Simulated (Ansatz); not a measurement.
# BaTlI3 (cubic perovskite) (Pm-3m): converging the G0W0 gap, part 2 of 2

Wanted: a G0W0 gap for BaTlI3 (cubic perovskite) (Pm-3m) that is converged in bands and cutoff, or an estimate of the limit.

Ansatz 0.2.0; G0W0 on PBEsol, plane waves, PAW. Known limits of the many-body steps: not at the basis limit; no spin-orbit coupling; coarse k mesh.

So far. Step 4 (847 empty bands, screening to 120 eV): Against the run with 2×2×2 mesh, 393 empty bands, screening to 72 eV, the gap moves by +0.13 eV.

The structure was built from a prototype and need not be the compound's stable phase.

## Step 5: Changing the frequency model: 2×2×2 mesh, 847 empty bands, screening to 120 eV, plasmon pole

A plasmon pole stands in for the full frequency dependence of the screening; this run shows what that costs in accuracy.

The input, input.yaml:

```yaml
crystal:
  lattice:
    - [6.5717449587, 0.0, 0.0]
    - [0.0, 6.5717449587, 0.0]
    - [0.0, 0.0, 6.5717449587]
  atoms:
    - { symbol: Tl, position: [0.0, 0.0, 0.0] }
    - { symbol: Ba, position: [0.5, 0.5, 0.5] }
    - { symbol: I, position: [0.5, 0.5, 0.0] }
    - { symbol: I, position: [0.5, 0.0, 0.5] }
    - { symbol: I, position: [0.0, 0.5, 0.5] }
kpoints:
  mp_grid: { grid: [2, 2, 2] }
hamiltonian:
  xc: pbesol
scf:
  occupations: { method: fixed }
gw:
  n_empty_bands: 847
  ecut_chi: 120.0
  qp_bands: [v2, c2]
  qp_kpoints: band_edges
  screening: { model: godby_needs }
```

Started as:

```sh
$ ansatz run input.yaml --threads 4 --pin off --max-ram 17510MiB --backend cpu --events-out ev --progress --plain --runs-dir out
```

Numbers of over 12 decimals in the logs are rounded to 6 here.

Output:

```text
[...]
Crystal: 5 atoms, lattice volume = 283.819 Å³
Basis set: ecut = 420 eV, 5497 PW (Γ)
Bands: 45, of which v1, the nominal top of the filled ones, is band 37 counted from 1 (36 counted from 0)
Symmetry: 48 space group operations
[...]
k-points: 4 of 8
[...]
1    39      5.3098    -5.2606    -3.2064    -9.1753  0.8210     6.0225     6.0182  root
[...]
3    36      2.2774   -17.1958     1.8014   -14.2342  0.7856     1.1035     1.1172  root
     3    37      2.2774   -17.1958     1.8014   -14.2342  0.7856     1.1035     1.1172  root
     3    38      5.5453    -5.7356    -3.2935    -9.7851  0.8187     6.3077     6.3014  root
     3    39      5.5453    -5.7356    -3.2935    -9.7851  0.8187     6.3077     6.3014  root
[key lines of the parts left out:]
SCF converged after 7 iterations
Free energy (F): -39460.257271 eV
Fermi energy:    2.277357 eV
```

Run time: 2.5 min. Hardware: 4 threads of Arm Neoverse V2, shared host; peak memory 5.6 GiB; 9.8 min of CPU time.

This step gave:

```
bands summed                                 : 884
plasmon-pole fit frequency                   : 18.96 eV
RPA ε∞ on this mesh (eigenvalues)            : 3.708, 3.708, 3.708
plane waves in the screening matrix          : 847
G0W0 gap on the mesh                         : 4.139 eV
k of the valence top                         : -0.5, -0.5, -0.5
k of the conduction bottom                   : 0, 0, -0.5
starting gap on the mesh                     : 2.414 eV
least direct G0W0 gap on the computed points : 4.397 eV
```

Against the run with 2×2×2 mesh, 847 empty bands, screening to 120 eV, the gap moves by +0.03 eV.

## Step 6: Changing the files and raising the bands: 2×2×2 mesh, 1255 empty bands, screening to 156 eV, hard PAW files

Other atomic data (hard PAW) test the pseudisation: the cutoff goes from 420 to 520 eV and the valence electrons from 74 to 82, which opens shells that were frozen. Bands and screening cutoff change too, so the step is no clean test of the files.

input.yaml, the sections that differ from step 5:

```yaml
hamiltonian:
  xc: pbesol
  pseudopotentials: { kind: paw, source: ansatz }
gw:
  n_empty_bands: 1255
  ecut_chi: 156.0
  qp_bands: [v2, c2]
  qp_kpoints: band_edges
  screening: { model: contour_deformation }
# crystal, kpoints, scf: as in step 5
```

Output:

```text
[...]
Crystal: 5 atoms, lattice volume = 283.819 Å³
Basis set: ecut = 520 eV, 7689 PW (Γ)
Bands: 50, of which v1, the nominal top of the filled ones, is band 41 counted from 1 (40 counted from 0)
Symmetry: 48 space group operations
[...]
k-points: 4 of 8
[...]
1    43      5.5554    -5.2564    -3.3052    -9.1685  0.7741     6.1744     6.1623  root
[...]
3    40      2.5197   -17.1894     1.7281   -14.2268  0.7502     1.2364     1.2853  root
     3    41      2.5197   -17.1894     1.7281   -14.2268  0.7502     1.2364     1.2853  root
     3    42      5.7911    -5.7313    -3.4230    -9.7781  0.7649     6.4293     6.4148  root
     3    43      5.7911    -5.7313    -3.4230    -9.7781  0.7649     6.4293     6.4148  root
[key lines of the parts left out:]
SCF converged after 8 iterations
Free energy (F): -42559.394786 eV
Fermi energy:    2.519702 eV
```

Elapsed: 7.7 min, on 4 threads; peak memory 11 GiB.

This step gave:

| Property | Result |
| --- | --- |
| bands summed | 1296 |
| RPA ε∞ on this mesh (eigenvalues) | 3.707, 3.707, 3.707 |
| plane waves in the screening matrix | 1237 |
| G0W0 gap on the mesh | 4.161 eV |
| k of the valence top | -0.5, -0.5, -0.5 |
| k of the conduction bottom | 0, 0, -0.5 |
| starting gap on the mesh | 2.416 eV |
| least direct G0W0 gap on the computed points | 4.422 eV |

Against the run with 2×2×2 mesh, 847 empty bands, screening to 120 eV, the gap moves by +0.06 eV.

## Step 7: The runs together

Times are wall times on 4 threads of Arm Neoverse V2, shared host, good to a factor of about two.

```csv
mesh,files,frequency,bands summed,cutoff (eV),start (eV),G0W0 (eV),time,host memory (GiB)
2×2×2,default PAW,contour deformation,176,36,2.414,3.815,8 s,0.95
2×2×2,default PAW,contour deformation,430,72,2.414,3.971,31 s,2.2
2×2×2,default PAW,contour deformation,884,120,2.414,4.104,2.3 min,5.6
2×2×2,default PAW,plasmon pole,884,120,2.414,4.139,2.5 min,5.6
2×2×2,hard PAW,contour deformation,1296,156,2.416,4.161,7.7 min,11
```

The parts of the quasiparticle energy at the two band edges (eV; QP = start + Σx + Σc − Vxc):

```csv
run,edge,start,Σx,Σc,Vxc,Z,QP
176 bands,valence top,2.28,-17.20,2.38,-14.23,0.76,1.69
176 bands,conduction bottom,4.69,-4.46,-2.81,-8.08,0.80,5.51
430 bands,valence top,2.28,-17.20,2.04,-14.23,0.75,1.36
430 bands,conduction bottom,4.69,-4.46,-2.98,-8.08,0.79,5.33
884 bands,valence top,2.28,-17.20,1.81,-14.23,0.75,1.13
884 bands,conduction bottom,4.69,-4.46,-3.08,-8.08,0.79,5.23
```

## Step 8: What came out

```json
{
  "176 bands, 36 eV": "3.815 eV",
  "430 bands, 72 eV": "3.971 eV",
  "884 bands, 120 eV": "4.104 eV",
  "estimated limit in bands and cutoff": "4.23 eV",
  "mesh and start": "2×2×2, PBEsol"
}
```

In words: A line in one over the bands through the two highest rungs gives 4.23 eV, +0.13 eV from the top rung; the pair below gives 4.08 eV, so the estimate is still climbing. The rungs stand 0.42 eV (176 bands), 0.26 eV (430 bands) and 0.13 eV (884 bands) from it. From 176 to 884 bands the gap moves by +0.29 eV while the time grows 18-fold. Σc changes by −0.56 eV at the valence top and −0.27 eV at the conduction bottom, so the valence edge carries most of the change. The plasmon-pole model gives +0.03 eV against contour deformation, 2 % of the correction, and saved no time in this program. With hard PAW files and 1296 bands the gap is 4.16 eV; the line for the default PAW files gives 4.14 eV at that count, a difference of +0.02 eV that holds the line's own error too. The 2×2×2 mesh is coarse for this cell (its supercell is 13 Å along the shortest edge). The RPA ε∞ on it, from the PBEsol start, is 3.71; such meshes misread the long-range screening, most where the gap is narrow. Where an edge is built on 6p states of lead, bismuth or thallium, scalar-relativistic gaps usually stand too wide, by a few tenths to over one eV. This is the ideal cubic cell; many perovskites, halides above all, are cubic only on average, and local tilts or off-centring can widen the gap. The many-body steps are scalar-relativistic: spin-orbit coupling is not in them.

[Paths, hosts, dates, memory and timing lines, banners, echoed tables and standing remarks are left out of the program output.]

[Logs are printed without paths, hosts, clocks, repeated set-up lines and the standing remarks that a program may print on its own settings, such as how far it seeks lower states.]

[Runs of the session that timed out or met a known fault of the program may be left out.]

[Cells called generated may have been cut or substituted from an entry of the Crystallography Open Database or the Materials Project.]

[Hosts, paths, dates, database ids (printed as entryN), source tags and the programs' standing remarks are cut or masked in the printed files.]
